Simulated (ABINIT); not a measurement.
An input for ABINIT 10.8.3 (CsSnI3 (Pm-3m)):

```
acell 3*1.0 Angstrom
rprim 
  6.286228000000 0.000000000000 0.000000000000
  0.000000000000 6.286228000000 0.000000000000
  0.000000000000 0.000000000000 6.286228000000
ntypat 3
znucl 55 50 53
natom 5
typat 1 2 3 3 3
xred 
  0.500000000000 0.500000000000 0.500000000000
  0.000000000000 0.000000000000 0.000000000000
  0.500000000000 0.000000000000 0.000000000000
  0.000000000000 0.000000000000 0.500000000000
  0.000000000000 0.500000000000 0.000000000000
pp_dirpath "pseudos"
pseudos "Cs.upf, Sn.upf, I.upf"
ecut 38
ngkpt 2 2 2
nshiftk 1
shiftk 0 0 0
kptopt 1
chksymbreak 0
istwfk *1
occopt 1
irdwfk 1
optdriver 3
nband 195
ecuteps 3.2
inclvkb 2
awtr 1
symchi 1
irdqps 1
gwcalctyp 28
nqptdm 3
qptdm 
  0.5000000000 0.0000000000 0.0000000000
  0.5000000000 0.5000000000 0.0000000000
  0.5000000000 0.5000000000 0.5000000000
indata_prefix "in"
outdata_prefix "out"
tmpdata_prefix "tmp"
```

```sh
OMP_NUM_THREADS=1 mpirun -n 8 abinit run.abi > log; mrgscr < mrgscr.stdin
```

**Question.** Estimate wall time and host memory on 8 MPI ranks of Intel Xeon Platinum 8488C (Sapphire Rapids), shared host.

It took 32 s; on shared hardware allow 16 s to 64 s. Peak host memory was 5.0 GiB.

[Paths, hosts, dates, memory and timing lines, banners, echoed tables and standing remarks are left out of the program output.]

[Logs are printed without paths, hosts, clocks, repeated set-up lines and the standing remarks that a program may print on its own settings, such as how far it seeks lower states.]

[Runs of the session that timed out or met a known fault of the program may be left out.]

[Hosts, paths, dates, database ids (printed as entryN), source tags and the programs' standing remarks are cut or masked in the printed files.]

[G0W0 gaps are taken among the corrected bands and points alone; a level outside them can change the order at an edge.]

[Where Ansatz stands beside ABINIT at settings called matched, ABINIT's density can come from a denser mesh and the files from another edition; pairs whose starting gaps differed by over 0.03 eV were left out, so agreement reads better than it is.]
